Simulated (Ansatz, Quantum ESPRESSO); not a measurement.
# vacuum gap of 6.0 Å between two Pt(111) faces: ballistic transmission, part 3 of 4

Aim: the zero-bias transmission with pwcond for this junction: vacuum gap of 6.0 Å between two Pt(111) faces.

Quantum ESPRESSO 7.5; plane-wave DFT, PBEsol, GBRV ultrasoft pseudopotentials; cross-check by Ansatz 0.2.0 with PAW datasets.

So far. Step 3 (Transmission with pwcond.x): The run is unpolarised; a magnetic state was not tried, may lie lower and would change T. Step 3 (Transmission with pwcond.x): At no point does T exceed the number of channels.

### 4. Transmission with pwcond.x, with nz1 = 3

Level of this step: transmission by pwcond, lead and junction from one cell; plane-wave DFT, PBEsol, GBRV ultrasoft pseudopotentials (Quantum ESPRESSO).

How much does a setting matter? One run is repeated with a change.

Contents of cond.w.in:

```
&inputcond
  outdir = './out'
  prefixt = 'scf'
  tran_file = 'cond.w.dat'
  bdl = 2.4494897442
  bds = 16.0177923487
  ikind = 1
  ewind = 4.0
  epsproj = 1e-05
  nz1 = 3
  energy0 = 0.4
  denergy = -0.4
/
19
  0.00000000 0.00000000 0.00694444
  0.00000000 0.08333333 0.04166667
  0.00000000 0.16666667 0.04166667
  0.00000000 0.25000000 0.04166667
  0.00000000 0.33333333 0.04166667
  0.00000000 0.41666667 0.04166667
  0.00000000 0.50000000 0.02083333
  0.08333333 0.16666667 0.04166667
  0.08333333 0.25000000 0.08333333
  0.08333333 0.33333333 0.08333333
  0.08333333 0.41666667 0.08333333
  0.08333333 0.50000000 0.08333333
  0.16666667 0.33333333 0.04166667
  0.16666667 0.41666667 0.08333333
  0.16666667 0.50000000 0.08333333
  0.16666667 0.58333333 0.04166667
  0.25000000 0.50000000 0.04166667
  0.25000000 0.58333333 0.08333333
  0.33333333 0.66666667 0.01388889
3
```

The run is started by

```console
OMP_NUM_THREADS=1 mpirun -n 4 pwcond.x -in cond.w.in > cond.w.out
```

The log of the run:

```text
[banner, memory and clock lines left out]
Program PWCOND v.7.5 starts
[citation notice left out]

[...]
./out/scf.save/

[...]
negative rho (up, down):  3.071E+00 0.000E+00
     Reading collected, re-writing distributed wavefunctions

===== INPUT FILE containing all the regions =====

     GEOMETRY:

     lattice parameter (alat)  =       5.3049  a.u.
     the volume                =    2070.8871 (a.u.)^3
     the cross section         =      24.3713 (a.u.)^2
     l of the unit cell        =      16.0178 (alat)
     number of atoms/cell      =           18
     number of atomic types    =            1

     crystal axes: (cart. coord. in units of alat)
               a(1) = (  1.0000  0.0000  0.0000 )
               a(2) = (  0.5000  0.8660  0.0000 )
               a(3) = (  0.0000  0.0000 16.0178 )

   Cartesian axes

     site n.     atom                  positions (alat units)
          1        Pt     tau(  1)=(  0.0000  0.0000 16.0178  )
          2        Pt     tau(  2)=(  0.5000  0.2887  0.8165  )
          3        Pt     tau(  3)=(  1.0000  0.5774  1.6330  )
          4        Pt     tau(  4)=(  0.0000  0.0000  2.4495  )
          5        Pt     tau(  5)=(  0.5000  0.2887  3.2660  )
          6        Pt     tau(  6)=(  1.0000  0.5774  4.0825  )
          7        Pt     tau(  7)=(  0.0000  0.0000  4.8990  )
          8        Pt     tau(  8)=(  0.5000  0.2887  5.7155  )
          9        Pt     tau(  9)=(  1.0000  0.5774  6.5320  )
         10        Pt     tau( 10)=(  0.0000  0.0000  8.6693  )
         11        Pt     tau( 11)=(  0.5000  0.2887  9.4858  )
         12        Pt     tau( 12)=(  1.0000  0.5774 10.3023  )
         13        Pt     tau( 13)=(  0.0000  0.0000 11.1188  )
         14        Pt     tau( 14)=(  0.5000  0.2887 11.9353  )
         15        Pt     tau( 15)=(  1.0000  0.5774 12.7518  )
         16        Pt     tau( 16)=(  0.0000  0.0000 13.5683  )
         17        Pt     tau( 17)=(  0.5000  0.2887 14.3848  )
         18        Pt     tau( 18)=(  1.0000  0.5774 15.2013  )

     nr1s                      =           24
     nr2s                      =           24
     nr3s                      =          360
     nr1sx                     =           24
     nr2sx                     =           24
     nr3sx                     =          360
     nr1                       =           24
     nr2                       =           24
     nr3                       =          384
     nr1x                      =           24
     nr2x                      =           24
     nr3x                      =          384

 _______________________________
  Radii of nonlocal spheres:

     type       ibeta     ang. mom.          radius (alat units)
       Pt         1         0                    0.4683
       Pt         2         0                    0.4683
       Pt         3         1                    0.4683
       Pt         4         1                    0.4683
       Pt         5         2                    0.4683
       Pt         6         2                    0.4683
----- General information -----

--- T calc. with identical leads (ikind=1) ---

     nrx                       =           24
     nry                       =           24
     nz1                       =            3

     energy0               =         4.0E-01
     denergy               =        -4.0E-01
     nenergy               =          3
     ecut2d                =         4.0E+01
     ewind                 =         4.0E+00
     epsproj               =         1.0E-05

     number of k_|| points=   19
                       cryst. coord.
        k(    1) = (   0.0000000   0.0000000), wk =   0.0069444
        k(    2) = (   0.0000000   0.0833333), wk =   0.0416667
[...]
k(   19) = (   0.3333333   0.6666667), wk =   0.0138889
----- Information about left/right lead -----

     nocros                   =           18
     noins                    =           36
     norb                     =           72
     norbf                    =          288
     nrz                      =           55

      iorb      type   ibeta   ang. mom.   m       position (alat)
        1        1       1        0        1   taunew(   1)=(  0.0000  0.0000  0.0000)
        2        1       2        0        1   taunew(   2)=(  0.0000  0.0000  0.0000)
[...]
72        1       6        2        5   taunew(  72)=(  0.0000  0.0000  2.4495)
    k slab    z(k)  z(k+1)     crossing(iorb=1,norb)
    1   0.0000 0.0445 0.0445   111111111111111111000000000000000000000000000000000000000000000000000000
    2   0.0445 0.0891 0.0445   111111111111111111000000000000000000000000000000000000000000000000000000
[...]
55   2.4050 2.4495 0.0445   000000000000000000000000000000000000000000000000000000111111111111111111
----- Information about scattering region -----

     noins                    =          252
     norb                     =          288
     norbf                    =          288
     nrz                      =          305

      iorb      type   ibeta   ang. mom.   m       position (alat)
        1        1       1        0        1   taunew(   1)=(  0.0000  0.0000 -0.0000)
        2        1       2        0        1   taunew(   2)=(  0.0000  0.0000 -0.0000)
[...]
288        1       6        2        5   taunew( 288)=(  0.0000  0.0000 13.5683)
 ngper, shell number =           85          11
 ngper, n2d =           85          80
---  E-Ef =    0.4000000  k =    0.0000000   0.0000000
---  ie =          1  ik =          1
 Nchannels of the left tip =            0
 Right moving states:
   k1(2pi/a)   k2(2pi/a)   E-Ef (eV)
 Left moving states:
   k1(2pi/a)   k2(2pi/a)   E-Ef (eV)

 to transmit
          E-Ef(ev), T =    0.4000000   0.0000000
---  E-Ef =    0.0000000  k =    0.0000000   0.0000000
---  ie =          2  ik =          1
 Nchannels of the left tip =            2
 Right moving states:
   k1(2pi/a)   k2(2pi/a)   E-Ef (eV)
   0.4085229   0.0000007   0.0000000
   0.4085229   0.0000007   0.0000000
 Left moving states:
   k1(2pi/a)   k2(2pi/a)   E-Ef (eV)
  -0.4085294   0.0000007   0.0000000
  -0.4085294   0.0000007   0.0000000

 to transmit
 Band j to band i transmissions and reflections:
    j         i     |T_ij|^2    |R_ij|^2

    1 -->     1     0.00000     0.00005
    1 -->     2     0.00000     0.99995
   Total T_j, R_j =    0.00000  1.00000

    2 -->     1     0.00000     0.99995
    2 -->     2     0.00000     0.00005
   Total T_j, R_j =    0.00000  1.00000

E-Ef(ev), T(x2 spins) =    0.0000000   0.0000010
---  E-Ef =   -0.4000000  k =    0.0000000   0.0000000
---  ie =          3  ik =          1
 Nchannels of the left tip =            2
 Right moving states:
   k1(2pi/a)   k2(2pi/a)   E-Ef (eV)
   0.1547032   0.0000006  -0.4000000
   0.1547032   0.0000006  -0.4000000
 Left moving states:
   k1(2pi/a)   k2(2pi/a)   E-Ef (eV)
  -0.1547061   0.0000006  -0.4000000
  -0.1547061   0.0000006  -0.4000000

 to transmit
 Band j to band i transmissions and reflections:
    j         i     |T_ij|^2    |R_ij|^2

    1 -->     1     0.00000     0.99647
    1 -->     2     0.00000     0.00353
   Total T_j, R_j =    0.00000  1.00000

    2 -->     1     0.00000     0.00353
    2 -->     2     0.00000     0.99647
   Total T_j, R_j =    0.00000  1.00000

E-Ef(ev), T(x2 spins) =   -0.4000000   0.0000001
 ngper, shell number =           81          45
 ngper, n2d =           81          80
[... further energies and points left out ...]
---  E-Ef =    0.4000000  k =    0.3333333   0.6666667
---  ie =          1  ik =         19
 Nchannels of the left tip =            0
 Right moving states:
   k1(2pi/a)   k2(2pi/a)   E-Ef (eV)
 Left moving states:
   k1(2pi/a)   k2(2pi/a)   E-Ef (eV)

 to transmit
          E-Ef(ev), T =    0.4000000   0.0000000
---  E-Ef =    0.0000000  k =    0.3333333   0.6666667
---  ie =          2  ik =         19
 Nchannels of the left tip =            0
 Right moving states:
   k1(2pi/a)   k2(2pi/a)   E-Ef (eV)
 Left moving states:
   k1(2pi/a)   k2(2pi/a)   E-Ef (eV)

 to transmit
          E-Ef(ev), T =    0.0000000   0.0000000
---  E-Ef =   -0.4000000  k =    0.3333333   0.6666667
---  ie =          3  ik =         19
 Nchannels of the left tip =            3
 Right moving states:
   k1(2pi/a)   k2(2pi/a)   E-Ef (eV)
   0.2124533  -0.0000016  -0.4000000
   0.2128011   0.0000005  -0.4000000
   0.2142437   0.0000005  -0.4000000
 Left moving states:
   k1(2pi/a)   k2(2pi/a)   E-Ef (eV)
  -0.2124534  -0.0000016  -0.4000000
  -0.2128008   0.0000005  -0.4000000
  -0.2142444   0.0000005  -0.4000000

 to transmit
 Band j to band i transmissions and reflections:
    j         i     |T_ij|^2    |R_ij|^2

    1 -->     1     0.00006     0.99662
    1 -->     2     0.00000     0.00330
    1 -->     3     0.00000     0.00001
   Total T_j, R_j =    0.00006  0.99994

    2 -->     1     0.00000     0.00331
    2 -->     2     0.00007     0.99657
    2 -->     3     0.00000     0.00005
   Total T_j, R_j =    0.00007  0.99993

    3 -->     1     0.00000     0.00001
    3 -->     2     0.00000     0.00006
    3 -->     3     0.00000     0.99994
   Total T_j, R_j =    0.00000  1.00000

E-Ef(ev), T(x2 spins) =   -0.4000000   0.0002633
   T_tot     0.40000      0.64219E-02
   T_tot     0.00000      0.59449E-02
   T_tot    -0.40000      0.79633E-02

[...]
```

The job ended after 94 s (4 MPI ranks of Arm Neoverse V2, shared host; peak memory 0.29 GiB).

The changed values were drawn from a wide range, not chosen for quality; the comparison shows what they did here together.

Beside the run it was changed from:

```
                                  quantity  this run  unchanged run  difference
 transmission at the Fermi level, one spin  0.002972       0.002937      3.6e-5
lead channels at the Fermi level, one spin     1.764          1.868       -0.10
                             wall time (s)        94            114
```

Over all energies T moves by up to 7.9e-5, at -0.4 eV.

The physical values in this table move by up to 5.6 %.

(Continued in part 4 of 4.)

[Logs are printed without paths, hosts, clocks, repeated set-up lines and the standing remarks that a program may print on its own settings, such as how far it seeks lower states.]

[Hosts, paths, dates, database ids (printed as entryN), source tags and the programs' standing remarks are cut or masked in the printed files.]

[Maps of the electrostatic potential energy from Ansatz leave out the sawtooth potential of an applied field or a dipole correction, so their vacuum need not be flat; planar profiles and work functions include it.]
